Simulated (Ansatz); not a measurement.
## A convergence test on YCrB4 (Pbam): k mesh of the hybrid

Wanted: the cheapest k mesh of the hybrid that holds the HSE06 gap of YCrB4 (Pbam).

Method: DFT, HSE06, plane waves, PAW, in Ansatz 0.2.0.

## 1. Set-up

It takes space group Pbam (No. 55, orthorhombic). Conventional cell: a = 5.972 Å, b = 11.460 Å, c = 3.461 Å, α = 90.00°, β = 90.00°, γ = 90.00°. Nearest to Y lie 14 B at 2.62 to 2.76 Å. Cr has 10 B at 2.25 to 2.33 Å and 1 Cr at 2.30 Å nearest. B has 3 B at 1.80 to 1.86 Å and 2 Cr at 2.31 Å and 4 Y at 2.72 to 2.74 Å nearest. Nearest to B lie 3 B at 1.74 to 1.86 Å and 2 Cr at 2.33 Å and 4 Y at 2.66 to 2.76 Å. Nearest to B lie 3 B at 1.71 to 1.74 Å and 4 Cr at 2.25 Å and 2 Y at 2.62 Å. Nearest to B lie 3 B at 1.74 to 1.82 Å and 2 Cr at 2.31 Å and 4 Y at 2.70 to 2.72 Å. Farther neighbours are not listed.

Geometry: measured cell, ions relaxed with LDA. The runs that relaxed it are not among those shown. The default PAW set here is soft_2. Its files were made with PBE.

## 2. k mesh of the hybrid: 2×1×2

input.yaml

```yaml
crystal:
  lattice:
    - [5.972, 0.0, 0.0]
    - [0.0, 11.46, 0.0]
    - [0.0, 0.0, 3.461]
  atoms:
    - { symbol: "Y", position: [0.1241200582, 0.1503666462, 0.0] }
    - { symbol: "Y", position: [0.8758799418, 0.8496333538, 0.0] }
    - { symbol: "Y", position: [0.6241200582, 0.3496333538, 0.0] }
    - { symbol: "Y", position: [0.3758799418, 0.6503666462, 0.0] }
    - { symbol: Cr, position: [0.1201299701, 0.4217788391, 0.0] }
    - { symbol: Cr, position: [0.8798700299, 0.5782211609, 0.0] }
    - { symbol: Cr, position: [0.6201299701, 0.0782211609, 0.0] }
    - { symbol: Cr, position: [0.3798700299, 0.9217788391, 0.0] }
    - { symbol: B, position: [0.2788787008, 0.3166664432, 0.5] }
    - { symbol: B, position: [0.7211212992, 0.6833335568, 0.5] }
    - { symbol: B, position: [0.7788787008, 0.1833335568, 0.5] }
    - { symbol: B, position: [0.2211212992, 0.8166664432, 0.5] }
    - { symbol: B, position: [0.4755978654, 0.19122572, 0.5] }
    - { symbol: B, position: [0.5244021346, 0.80877428, 0.5] }
    - { symbol: B, position: [0.9755978654, 0.30877428, 0.5] }
    - { symbol: B, position: [0.0244021346, 0.69122572, 0.5] }
    - { symbol: B, position: [0.3876900757, 0.0465439879, 0.5] }
    - { symbol: B, position: [0.6123099243, 0.9534560121, 0.5] }
    - { symbol: B, position: [0.8876900757, 0.4534560121, 0.5] }
    - { symbol: B, position: [0.1123099243, 0.5465439879, 0.5] }
    - { symbol: B, position: [0.3611603249, 0.4674623973, 0.5] }
    - { symbol: B, position: [0.6388396751, 0.5325376027, 0.5] }
    - { symbol: B, position: [0.8611603249, 0.0325376027, 0.5] }
    - { symbol: B, position: [0.1388396751, 0.9674623973, 0.5] }
kpoints:
  mp_grid: { grid: [2, 1, 2] }
  band_path:
    path:
      - [0.0, 0.0, 0.0]
      - [0.5, 0.0, 0.0]
      - [0.5, 0.5, 0.0]
      - [0.0, 0.5, 0.0]
      - [0.0, 0.0, 0.5]
      - [0.5, 0.0, 0.5]
      - [0.5, 0.5, 0.5]
      - [0.0, 0.5, 0.5]
      - [0.25, 0.0, 0.0]
      - [0.0, 0.0, 0.3333333333]
    npoints: 1
hamiltonian:
  xc: hse06
scf:
  occupations: { method: fixed }
  n_extra_bands: 12
output:
  eigenvalues: true
```

The run is started by

```bash
> ansatz run input.yaml --threads 24 --pin off --max-ram 82944MiB --backend cuda --events-out ev --progress --plain --runs-dir out --devices 1 --max-vram 78GiB
```

Numbers of over 12 decimals in the logs are rounded to 6 here.

What it wrote:

```text
scf.n_extra_bands = 12 over 74 filled bands (N_el = 148.0): the run solves 86 bands
exact exchange: scf.exx.singularity resolves to wigner_seitz, which cuts the screened interaction at the faces of the exchange supercell's Wigner-Seitz cell, so that each pair interacts once, at the shortest of its separations (the periodic images that this leaves out come, for a point-like exchange hole, to about 0.044 eV on a filled level). The cut falls within the interaction's reach, and what an exchange supercel [...]
GPUs: using 1 of 1 available (devices: 1).
Engine: ansatz 0.2.0, aarch64-unknown-linux-gnu
Pseudopotentials: kind: paw
Pseudopotential: Y, paw, valence charge 11, recommended cutoff 420 eV (normal), Y.paw.azcp
Pseudopotential: Cr, paw, valence charge 14, recommended cutoff 420 eV (normal), Cr.paw.azcp
Pseudopotential: B, paw, valence charge 3, recommended cutoff 420 eV (normal), B.paw.azcp
Functional definition: HSE06
  parameter a = 0.25
  parameter omega = 0.11/bohr
  exchange = pbe_x - a*pbe_x_sr(omega) + a*exact_x_sr(omega)
  correlation = pbe_c
davidson cushion auto → on  (no smearing: the cushion is to keep the highest requested band from converging to the state above it; pin scf.eigensolver.cushion to override)
[...]
Crystal: 24 atoms, lattice volume = 236.868 Å³
Basis set: ecut = 420 eV, 4603 PW (Γ)
Bands: 86, of which v1, the nominal top of the filled ones, is band 74 counted from 1 (73 counted from 0)
Symmetry: 8 space group operations
Space group: Pbam (ITA 55), of the structure as read, at distance tolerance 6.2e-5 Å
k-points: 4
Non-local potential: Y, projectors of the file, l = 0: 3, l = 1: 2, l = 2: 2, l = 3: 1
Non-local potential: Cr, projectors of the file, l = 0: 3, l = 1: 2, l = 2: 3, l = 3: 1
Non-local potential: B, projectors of the file, l = 0: 2, l = 1: 2, l = 2: 1
PAW form: soft (Blöchl's): semilocal exchange-correlation on the pseudo side does not see the compensation charge
PAW frozen core: Y, regenerated for the run's functional, and the local potential with it (the file was generated under x = pbe(κ = 0.804, μ = 0.219515), c = pbe(β = 0.066725))
PAW frozen core: Cr, regenerated for the run's functional, and the local potential with it (the file was generated under x = pbe(κ = 0.804, μ = 0.219515), c = pbe(β = 0.066725))
PAW frozen core: B, regenerated for the run's functional, and the local potential with it (the file was generated under x = pbe(κ = 0.804, μ = 0.219515), c = pbe(β = 0.066725))
PAW one-centre angular grid: Y, 590 points (default); XC on 64 Gauss nodes
PAW one-centre angular grid: Cr, 590 points (default); XC on 64 Gauss nodes
PAW one-centre angular grid: B, 110 points (default); XC on 64 Gauss nodes
Initial density: superposition of atomic densities (neutral atoms: chi_scale 0, normalization atom), corrected by the library's trained network
Initial wavefunctions: pseudopotential atomic-orbital guess
[...]
Functional: x = pbe(κ = 0.804, μ = 0.219515), c = pbe(β = 0.066725), warm-up for x = pbe(κ = 0.804, μ = 0.219515) + 0.25 (exact − pbe) at short range (hse, ω = 0.207870 Å⁻¹), c = pbe(β = 0.066725); HSE06 as pw.x's `hse` composes it (authors' and Libxc's form: `xc: wpbeh`)
[...]
hybrid outer 1: dexx = +2.471e-1 eV, tail = 7.74e-4 eV
[...]
SCF 3 converged in 7 iterations: F = -31420.091472 eV  dr2 = 2.32e-8
hybrid outer 2: dexx = +5.624e-5 eV, tail = 5.67e-7 eV, Δε = 7.13e-3 eV (about 2.97e-4 eV left of the loop's levels)
[...]
NSCF: frozen V_eff on 10 k-points
hybrid SCF converged: 2 outer / 16 inner (+7 warm-up), last move |dexx| = 5.62e-5 eV, tail = 5.67e-7 eV
Stability not checked: this state was not tested for a lower state beside it, because the functional holds exact exchange (a hybrid, or Hartree-Fock), whose exchange loop this test does not read (fock_operator; see scf.lower_state_search)
Free energy (F): -31420.091470 eV
Frozen-core exchange: fock
Harris-Foulkes:  -31420.091470 eV  (|F-HF|=1.91e-8)
Internal energy: -31420.091470 eV  (E = F + TS)
E sigma→0 (E₀):  -31420.091470 eV
Fermi energy:    13.228601 eV
--- Per-component energies (eV) ---
  E_band       = -1081.458064
  E_kinetic    = 3390.638030
  E_local      = -9383.346790  (includes V_loc(G=0)·N_el)
  E_nonlocal   = 677.043839
  E_hartree    = 3923.156366
  E_xc         = -1437.202280
  E_vxc        = -1711.673072  (∫ρ·V_xc dr)
  E_exx        = -409.998866  (= α·E_x^exact, valence–valence)
  E_paw        = -17275.811152  (= ΣΔE_a)
  E_vpaw       = -1080.445156  (= ΣTr[D̂ρ^β])
  E_aug_tail   = 0.001461  (compensation charges beyond the density's cutoff)
  E_ewald      = -10902.083883
  E_core_change = -2.488194  (= ΣΔE_core)
  E_smearing   = -0.000000  (= −TS)
  E_closure    = -0.000000  (closes the sum)
  Σ components = -31420.091470   (vs F -31420.091470, Δ=0.00e0)
--- Band table (eV) ---
  k-point 0: bands = ["-63.3772", "-63.3772", "-63.2709", "-63.2708", "-33.4567", "-33.4564", "-33.1835", "-33.1835", "-33.0806", "-33.0803", "-32.8707", "-32.8680", "-32.7950", "-32.7949", "-32.7683", "-32.7676", "-31.0272", "-31.0154", "-31.0092", "-31.0010", "-10.0453", "-10.0345", "-10.0241", "-9.9557", "-9.9289", "-9.8274", "-9.7990", "-9.7909", "-9.6492", "-9.6289", "-9.6098", "-9.5895", "-0.7843", "-0.1535", " [...]
  k-point 1: bands = ["-63.3748", "-63.3747", "-63.2705", "-63.2705", "-33.4614", "-33.4606", "-33.2119", "-33.2117", "-33.1222", "-33.1220", "-32.8772", "-32.8756", "-32.7979", "-32.7978", "-32.7738", "-32.7732", "-30.9834", "-30.9719", "-30.9660", "-30.9581", "-10.3430", "-10.2994", "-10.2603", "-10.2174", "-9.9039", "-9.8959", "-9.8872", "-9.8252", "-9.8031", "-9.7211", "-9.7011", "-9.6924", "0.9827", "1.0210", "2 [...]
  k-point 2: bands = ["-63.3772", "-63.3772", "-63.2709", "-63.2709", "-33.4575", "-33.4575", "-33.1834", "-33.1834", "-33.0800", "-33.0800", "-32.8701", "-32.8701", "-32.7964", "-32.7964", "-32.7668", "-32.7668", "-31.0150", "-31.0150", "-31.0086", "-31.0086", "-10.0831", "-10.0831", "-9.9809", "-9.9809", "-9.8843", "-9.8843", "-9.7745", "-9.7745", "-9.6294", "-9.6294", "-9.6089", "-9.6089", "-0.0717", "-0.0717", "1 [...]
  k-point 3: bands = ["-63.3748", "-63.3748", "-63.2705", "-63.2705", "-33.4618", "-33.4618", "-33.2118", "-33.2118", "-33.1220", "-33.1220", "-32.8768", "-32.8768", "-32.7984", "-32.7984", "-32.7738", "-32.7738", "-30.9715", "-30.9715", "-30.9653", "-30.9653", "-10.3004", "-10.3004", "-10.2582", "-10.2582", "-9.9355", "-9.9355", "-9.8489", "-9.8489", "-9.7669", "-9.7669", "-9.6759", "-9.6759", "1.0236", "1.0236", "2 [...]
```

Wall time 7 s (1 × NVIDIA GB200 (shared by 2 runs) with 24 threads of Arm Neoverse V2, shared host); peak memory 1.4 GiB.

This step gave:

- gap: 0.6005 eV
- valence top at: k = (0.250, 0.000, 0.000)
- conduction bottom at: k = (0.000, 0.000, 0.333)
- least direct gap: 0.7864 eV
- exact-exchange fraction: 0.25

The gap is indirect, with the least direct gap 0.19 eV higher.

## 3. k mesh of the hybrid: 2×2×4

Edit input.yaml of step 2 so:

```diff
@@ -31,3 +31,3 @@
 kpoints:
-  mp_grid: { grid: [2, 1, 2] }
+  mp_grid: { grid: [2, 2, 4] }
   band_path:
```

What it wrote:

```text
[...]
GPUs: using 1 of 1 available (devices: 1).
[...]
Crystal: 24 atoms, lattice volume = 236.868 Å³
Basis set: ecut = 420 eV, 4603 PW (Γ)
Bands: 86, of which v1, the nominal top of the filled ones, is band 74 counted from 1 (73 counted from 0)
[... 1 set-up line as in the run before ...]
[...]
k-points: 12 of 16
[...]
hybrid outer 1: dexx = +2.830e-1 eV, tail = 6.92e-4 eV
[...]
SCF 3 converged in 6 iterations: F = -31420.383903 eV  dr2 = 5.23e-8
[...]
NSCF: frozen V_eff on 10 k-points
[...]
Free energy (F): -31420.383902 eV
Frozen-core exchange: fock
[...]
Internal energy: -31420.383902 eV  (E = F + TS)
E sigma→0 (E₀):  -31420.383902 eV
Fermi energy:    13.327729 eV
[...]
--- Band table (eV; the first three rows and the last of 12) ---
[...]
```

Wall time 16 s (1 × NVIDIA GB200 (shared by 2 runs) with 24 threads); peak memory 2.2 GiB.

Numbers from this step:

```yaml
gap: 0.5810 eV
valence_top_at: k = (0.250, 0.000, 0.000)
conduction_bottom_at: k = (0.000, 0.000, 0.333)
least_direct_gap: 0.7514 eV
```

The gap is 0.581 eV, −0.020 eV from the run before at this level.

## 4. k mesh of the hybrid: 4×2×6

Edit input.yaml of step 3 so:

```diff
@@ -31,3 +31,3 @@
 kpoints:
-  mp_grid: { grid: [2, 2, 4] }
+  mp_grid: { grid: [4, 2, 6] }
   band_path:
```

What it wrote:

```text
[...]
GPUs: using 1 of 1 available (devices: 1).
[...]
Crystal: 24 atoms, lattice volume = 236.868 Å³
Basis set: ecut = 420 eV, 4603 PW (Γ)
Bands: 86, of which v1, the nominal top of the filled ones, is band 74 counted from 1 (73 counted from 0)
[... 1 set-up line as in the run before ...]
[...]
k-points: 24 of 48
[...]
hybrid outer 1: dexx = +2.801e-1 eV, tail = 7.05e-4 eV
[...]
SCF 3 converged in 6 iterations: F = -31420.392084 eV  dr2 = 6.05e-8
[...]
Free energy (F): -31420.392083 eV
Frozen-core exchange: fock
[...]
Internal energy: -31420.392083 eV  (E = F + TS)
E sigma→0 (E₀):  -31420.392083 eV
Fermi energy:    13.342133 eV
[...]
--- Band table (eV; the first three rows and the last of 24) ---
[...]
```

Elapsed: 33 s, on 1 × NVIDIA GB200 (shared by 2 runs) with 24 threads; peak memory 2.8 GiB; 8.2 min of CPU time.

Numbers from this step:

```
gap                  : 0.5939 eV
valence top at       : k = (0.250, 0.000, 0.000)
conduction bottom at : k = (0.000, 0.000, 0.333)
least direct gap     : 0.7567 eV
```

The gap is 0.594 eV, +0.013 eV from the run before at this level.

## 5. The series

Differences are against the last row; a negative gap means that bands overlap, and a run with a band path holds that path's time. Times are wall times on 1 × NVIDIA GB200 (shared by 2 runs) with 24 threads of Arm Neoverse V2, shared host, good to a factor of about two.

```tsv
k mesh of the hybrid	gap (eV)	direct gap (eV)	gap error (eV)	energy error (meV/atom)	irreducible k	time
2×1×2	0.601	0.786	+0.007	+12.5	4	7 s
2×2×4	0.581	0.751	−0.013	+0.3	12	16 s
4×2×6	0.594	0.757	+0.000	+0.0	24	33 s
```

## 6. Summary of results

```
2×1×2 : 0.601 eV
2×2×4 : 0.581 eV
4×2×6 : 0.594 eV
```

What this shows: The gap holds to 0.02 eV from 2×1×2 on, the cheapest setting tried. At 2×1×2 the gap is off by +0.007 eV and the energy by +13 meV/atom. The gap is read over the mesh and added points near the edges, so meshes differ mainly through the density and, for a hybrid, the exchange operator. The runs have no spin polarisation. For a closed low-spin shell that is the natural state; where a d or f shell is open it is a constraint, and the gap is then not the crystal's own.

[Paths, hosts, dates, memory and timing lines, banners, echoed tables and standing remarks are left out of the program output.]

[Logs are printed without paths, hosts, clocks, repeated set-up lines and the standing remarks that a program may print on its own settings, such as how far it seeks lower states.]

[Runs of the session that timed out or met a known fault of the program may be left out.]

[Cells called generated may have been cut or substituted from an entry of the Crystallography Open Database or the Materials Project.]

[Hosts, paths, dates, database ids (printed as entryN), source tags and the programs' standing remarks are cut or masked in the printed files.]
